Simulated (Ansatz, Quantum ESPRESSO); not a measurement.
**Equation of state of A15 Ta**

How stiff is A15 Ta under hydrostatic load? Each row relaxes cell and atoms at a set pressure. The symmetry of the cell is held, so distortions that would lower it, which this phase may prefer, aren't tested. The phase is followed to these pressures whether or not it stays the stable one.

Calculated with Ansatz 0.2.0, PBEsol, PAW files of the set soft_1, cutoff 600 eV, Fermi–Dirac smearing 0.05 eV, k-mesh 8×8×8, no spin polarisation, no spin-orbit coupling.

Reference cell, relaxed at zero pressure with PBEsol (Pm-3n): a = 5.2532 Å, b = 5.2532 Å, c = 5.2532 Å, α = 90.00°, β = 90.00°, γ = 90.00°.

```csv
atom,x,y,z
Ta,0.0000,0.0000,0.0000
Ta,0.5000,0.5000,0.5000
Ta,0.0000,0.5000,0.2500
Ta,0.0000,0.5000,0.7500
Ta,0.2500,0.0000,0.5000
Ta,0.7500,0.0000,0.5000
Ta,0.5000,0.7500,0.0000
Ta,0.5000,0.2500,0.0000
```

```csv
V (Å³/atom),V/V0,P (GPa),E − E0 (meV/atom)
18.4914,1.0204,−4.010,4.7
17.7016,0.9768,5.014,6.5
16.9772,0.9369,14.989,51.0
16.6571,0.9192,19.999,85.9
16.0869,0.8877,29.997,174.4
```

V0 = 18.1212 Å³ an atom, where the residual pressure P0 is −0.001 GPa. **Question.** Fit the Birch–Murnaghan law and give the pressure and the energy at V = 17.3235 Å³ an atom, a row left out above.

With the Eulerian strain f = ½[(V0/V)^(2/3) − 1] and F = (P − P0)/[3f(1 + 2f)^(5/2)], the third-order law is the line F = B0 + (3/2) B0 (B′ − 4) f.

```csv
f,F (GPa)
0.04131,198.48
0.02889,200.56
0.02222,201.75
0.00787,204.26
−0.00670,206.42
```

A straight line through the 5 rows: the means are 0.01872 for f and 202.29 for F, Σ(Δx)² = 0.00139 and ΣΔxΔy = −0.2319, so the slope is −0.2319/0.00139 = −166.86 and the intercept 202.29 − (−166.86)(0.01872) = 205.42.

Hence B0 = 205.4 GPa and B′ = 4 + (−166.9)/(1.5 × 205.4) = 3.46. For the withheld volume f = 0.01523, F = 202.88 GPa and P = 9.99 GPa. The run itself gives 10.00 GPa, so the estimate misses by 0.01 GPa, a rounding's worth.

Integrating the same law gives E − E0 = (9/2) B0 V0 f²[1 + (B′ − 4) f] + P0(V0 − V), with 1 GPa Å³ = 6.2415 meV: 24.1 meV an atom. The run itself gives 24.1 meV, so the estimate misses by 0.0 meV, a rounding's worth.

The same fit over all rows at other levels or in other programs gives B0 = 207 GPa with PBEsol (Quantum ESPRESSO, GBRV).

[Logs are printed without paths, hosts, clocks, repeated set-up lines and the standing remarks that a program may print on its own settings, such as how far it seeks lower states.]
